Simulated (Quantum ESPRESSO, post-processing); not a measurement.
# Nb(110) under a row of overlayers, part 2 of 2

Wanted: work-function changes of Nb(110) along a row of adsorbates.

Quantum ESPRESSO 7.5; plane-wave DFT, PBE, GBRV ultrasoft pseudopotentials.

So far. Step 10 (Self-consistent run, N overlayer): The covered face stands at 6.19 eV against 4.54 eV when clean. Step 10 (Self-consistent run, N overlayer): Inside the slab this potential holds the local part of the pseudopotentials, which can be repulsive at the nuclei; only its value in the vacuum has a meaning of its own.

### Step 11. Projections on atomic orbitals, N overlayer

N.pdos.in

```
&projwfc
  prefix = 'N.esm'
  outdir = './out'
  filpdos = 'N.pdos'
  Emin = -13.404
  Emax = -1.404
  DeltaE = 0.1
  ngauss = 0
  degauss = 0.01
/
```

Started as:

```console
$ OMP_NUM_THREADS=1 mpirun -n 4 projwfc.x -in N.pdos.in > N.pdos.out
```

It took 2 s on 4 MPI ranks of Intel Xeon Platinum 8488C (Sapphire Rapids), shared host; peak memory 0.1 GiB; 6.9 s of CPU time.

This step gave:

```
spilling of the projection : 0.0012
```

Projected DOS an atom over height of the atomic layer and energy from the Fermi level. Columns are the atomic layers from the bottom up.

Ten even steps from '0' (0.00 states/eV) to '9' (2.05 states/eV), each cell a mean:
```
522342
422241
644420
867630
966631
766721
999932
344411
554522
676732
355433
233245
000133
000022
000056
000055
000011
000000
000000
000000
000000
000000
```
Columns: height of the atomic layer (Å) from -5.22 to 5.22 (not evenly spaced); rows upwards: energy from the Fermi level (eV) from -8.00 to 1.30.

The atomic orbitals miss 0.1 % of the occupied states; for empty states the projections can miss much more.

### Step 12. Relaxation with pw.x, O overlayer

System of this step: Nb(110), 5 layers, one monolayer of O on longbridge sites. The cell holds 6 atoms: 5 Nb and 1 O. Its edges and angles: a = 2.858 Å, b = 2.858 Å, c = 28.334 Å, α = 90.0°, β = 90.0°, γ = 70.5°. It derives from Nb. Vacuum lies along c.

O.relax.in

```
&control
  prefix = 'O.relax'
  outdir = './out'
  pseudo_dir = './pseudo'
  nstep = 40
  forc_conv_thr = 0.001
  calculation = 'relax'
/
&system
  ibrav = 0
  nat = 6
  ntyp = 2
  ecutwfc = 40
  ecutrho = 200
  occupations = 'smearing'
  smearing = 'mv'
  degauss = 0.02
/
&electrons
  conv_thr = 1e-07
  mixing_beta = 0.4
  electron_maxstep = 120
  mixing_mode = 'local-TF'
/
&ions
/
ATOMIC_SPECIES
  Nb  92.9064  nb_pbe_v1.uspp.F.UPF
  O   15.9990  o_pbe_v1.2.uspp.F.UPF
CELL_PARAMETERS angstrom
  2.33345237791561 -1.65000000000000 0.00000000000000
  2.33345237791561 1.65000000000000 0.00000000000000
  0.00000000000000 0.00000000000000 28.33380951166243
ATOMIC_POSITIONS crystal
  Nb  0.000000000000 0.000000000000 0.292936253298 0 0 0
  Nb  0.500000000000 0.500000000000 0.375292011953 0 0 0
  Nb  0.000000000000 0.000000000000 0.457647770608 0 0 0
  Nb  0.500000000000 0.500000000000 0.540003529262
  Nb  0.000000000000 0.000000000000 0.622359287917
  O   0.500000000000 0.500000000000 0.678911585808
K_POINTS automatic
  10 10 1 0 0 0
```

Started as:

```console
$ OMP_NUM_THREADS=1 mpirun -n 4 pw.x -nk 4 -in O.relax.in > O.relax.out
```

Wall time 14 min (4 MPI ranks); peak memory 0.81 GiB; 56 min of CPU time.

Relaxation path:

```csv
step,energy less that of the first step (eV),largest force (eV/Å)
1,0.0000,4.8417
2,-0.8496,3.7692
3,-1.3997,1.6243
4,-1.4703,0.8304
5,-1.4838,0.3889
6,-1.4945,0.3550
7,-1.5026,0.3138
8,-1.5063,0.1517
9,-1.5073,0.1565
10,-1.5085,0.1525
11,-1.5103,0.1742
12,-1.5131,0.2260
13,-1.5170,0.2695
14,-1.5221,0.2859
15,-1.5258,0.2063
16,-1.5266,0.1293
17,-1.5272,0.0311
18,-1.5272,0.0002
```

The atoms that moved most (Å):

```csv
atom,dx,dy,dz,length
O6,0.000,0.000,-0.460,0.460
Nb5,0.000,0.000,0.061,0.061
Nb4,0.000,0.000,-0.031,0.031
```

Final coordinates:

```xyz
6
Lattice="2.3335 -1.6500 0.0000 2.3335 1.6500 0.0000 0.0000 0.0000 28.3338" Properties=species:S:1:pos:R:3
Nb    0.0000    0.0000    8.3000
Nb    2.3335    0.0000   10.6335
Nb    0.0000    0.0000   12.9669
Nb    2.3335    0.0000   15.2693
Nb    0.0000    0.0000   17.6945
O     2.3335    0.0000   18.7758
```

The relaxation lowers the energy by 255 meV an atom. On the free atoms the largest force ends at 0.000 eV/Å.

This step gave:

* free energy: -8462.0532 eV
* Fermi energy: 5.002 eV

### Step 13. Self-consistent run, O overlayer

O.esm.in

```
&control
  prefix = 'O.esm'
  outdir = './out'
  pseudo_dir = './pseudo'
  calculation = 'scf'
  tprnfor = .true.
/
&system
  ibrav = 0
  nat = 6
  ntyp = 2
  ecutwfc = 40
  ecutrho = 200
  occupations = 'smearing'
  smearing = 'mv'
  degauss = 0.02
  assume_isolated = 'esm'
  esm_bc = 'bc1'
/
&electrons
  conv_thr = 1e-07
  mixing_beta = 0.4
  electron_maxstep = 120
  mixing_mode = 'local-TF'
/
ATOMIC_SPECIES
  Nb  92.9064  nb_pbe_v1.uspp.F.UPF
  O   15.9990  o_pbe_v1.2.uspp.F.UPF
CELL_PARAMETERS angstrom
  2.33345237791561 -1.65000000000000 0.00000000000000
  2.33345237791561 1.65000000000000 0.00000000000000
  0.00000000000000 0.00000000000000 28.33380951166243
ATOMIC_POSITIONS crystal
  Nb  0.000000000000 0.000000000000 -0.184863531400
  Nb  0.500000000000 0.500000000000 -0.102507772700
  Nb  0.000000000000 0.000000000000 -0.020152014100
  Nb  0.500000000000 0.500000000000 0.061108996700
  Nb  0.000000000000 0.000000000000 0.146703033800
  O   0.500000000000 0.500000000000 0.184863531400
K_POINTS automatic
  10 10 1 0 0 0
```

Started as:

```console
$ OMP_NUM_THREADS=1 mpirun -n 4 pw.x -nk 4 -in O.esm.in > O.esm.out
```

Wall time 2.3 min (4 MPI ranks); peak memory 0.65 GiB.

Numbers from this step:

```
free energy                                                    : -8462.0517 eV
Fermi energy                                                   : -5.137 eV
vacuum line at the lower end of the cell, over the Fermi level : 4.600 eV
vacuum line at the upper end of the cell, over the Fermi level : 5.675 eV
```

The potential energy, planar mean oscillates, so the rows of the table below give means over windows of 2.33 Å about each position, cut where the curve ends. Its maxima inside the range that stand out by 2 % of the span (Å: eV): -4.1: -1.10, -1.8: -1.19, 0.6: -1.37, 2.9: -0.658. Its minima: -5.2: -31.2, -2.9: -31.1, -0.6: -31.1, 1.8: -31.1, 4.2: -32.2.

Electrostatic potential energy of an electron; zero at the Fermi level. Table of potential energy, planar mean by z; means over each step:

```csv
z (Å),"potential energy, planar mean (eV)"
-12.95,4.60
-10.62,4.60
-8.29,4.42
-5.96,-11.3
-3.62,-13.8
-1.29,-13.9
1.04,-14.1
3.37,-13.7
5.70,-3.16
8.02,5.66
10.36,5.67
12.69,5.67
```

The covered face stands at 5.67 eV against 4.54 eV when clean.

Inside the slab this potential holds the local part of the pseudopotentials, which can be repulsive at the nuclei; only its value in the vacuum has a meaning of its own.

### Step 14. Projected density of states, O overlayer

O.pdos.in

```
&projwfc
  prefix = 'O.esm'
  outdir = './out'
  filpdos = 'O.pdos'
  Emin = -13.137
  Emax = -1.137
  DeltaE = 0.1
  ngauss = 0
  degauss = 0.01
/
```

Started as:

```console
$ OMP_NUM_THREADS=1 mpirun -n 4 projwfc.x -in O.pdos.in > O.pdos.out
```

The job ended after 2.7 s (4 MPI ranks; peak memory 0.25 GiB; 9.8 s of CPU time).

Projected DOS an atom over height of the atomic layer and energy from the Fermi level. Columns are the atomic layers from the bottom up.

Values in states/eV, 22 rows by 6 columns, each cell a mean:
```
1.24 0.49 0.51 0.45 0.55 0.07
1.03 0.44 0.35 0.42 0.44 0.11
1.17 0.75 0.84 0.83 0.81 0.23
1.73 1.41 1.50 1.46 1.24 0.36
2.14 1.31 1.49 1.28 1.13 0.28
1.46 1.11 1.22 1.19 0.74 0.14
2.03 2.04 1.92 2.04 1.07 0.24
0.87 1.00 1.18 1.43 0.64 0.14
0.99 1.09 0.83 0.91 0.36 0.05
1.44 1.66 1.37 1.55 0.58 0.10
0.69 1.08 1.15 1.01 0.27 0.11
0.47 0.83 0.94 0.65 0.19 0.41
0.16 0.19 0.19 0.18 0.19 1.04
0.12 0.15 0.14 0.14 0.33 0.93
0.05 0.08 0.08 0.07 0.67 1.61
0.04 0.07 0.08 0.08 0.68 1.51
0.01 0.02 0.03 0.08 0.79 1.45
0.00 0.00 0.01 0.07 1.23 2.22
0.00 0.00 0.00 0.01 0.22 0.37
0.00 0.00 0.00 0.00 0.00 0.00
0.00 0.00 0.00 0.00 0.00 0.00
0.00 0.00 0.00 0.00 0.00 0.00
```
Columns: height of the atomic layer (Å) from -5.24 to 5.24 (not evenly spaced); rows upwards: energy from the Fermi level (eV) from -8.00 to 1.40.

The atomic orbitals miss 0.1 % of the occupied states; for empty states the projections can miss much more.

### Step 15. The series side by side

Against the clean face, with Pauling's electronegativity for orientation:

```csv
overlayer,electronegativity,height over the top plane (Å),change of work function (eV)
C,2.55,1.06,+1.52
N,3.04,0.98,+1.66
O,3.44,1.08,+1.14
```

All levels:

```csv
level,covered face (eV),bare face (eV),CPU time (s)
clean,4.539,4.627,360.1
C,6.064,4.617,406.8
N,6.194,4.615,482.9
O,5.675,4.6,555.4
```

### Step 16. By hand

Under N the faces differ by +1.58 eV. By the Helmholtz relation p = −Δφ A/180.95 = -0.0672 e Å a cell, or -0.32 D.

### Step 17. Outcome

| Quantity | Value |
| --- | --- |
| work function of the clean face | 4.54 eV |
| change under C | +1.52 eV |
| change under N | +1.66 eV |
| change under O | +1.14 eV |

In words: On a clean face of 4.54 eV the changes run from +1.14 eV (O) to +1.66 eV (N) (PBE, GBRV ultrasoft). Electronegativity alone doesn't order the changes: height, charge transfer and the push-back of the metal's own spill-out all enter the dipole. Of 4 overlayers planned, 3 are shown; the others were not run or did not converge. The bare face moves by 0.03 eV over the row; it should not move at all, so the changes above are uncertain by about as much. Full 1×1 monolayers on one site are model structures; at this coverage neighbours depolarise each other, and real layers may take other sites or reconstruct. The upper layers were relaxed under PBE at the tabulated lattice constant.

Calculation against experiment:

| quantity | measured | PBE, GBRV ultrasoft, clean |
| --- | --- | --- |
| work function (clean (110) face) (eV) | 4.63 | 4.54 (-0.09 eV) |

Measured values from arxiv:1902.07811 (2019).

How well it matches: The work function is off by -0.09 eV: good agreement. The grades are ours: good and fair within 3 and 7 % for the work function. Other measurements of the same face can differ from the value quoted by 0.1 to 0.2 eV.

[Logs are printed without paths, hosts, clocks, repeated set-up lines and the standing remarks that a program may print on its own settings, such as how far it seeks lower states.]

[Hosts, paths, dates, database ids (printed as entryN), source tags and the programs' standing remarks are cut or masked in the printed files.]

[Maps of the electrostatic potential energy from Ansatz leave out the sawtooth potential of an applied field or a dipole correction, so their vacuum need not be flat; planar profiles and work functions include it.]
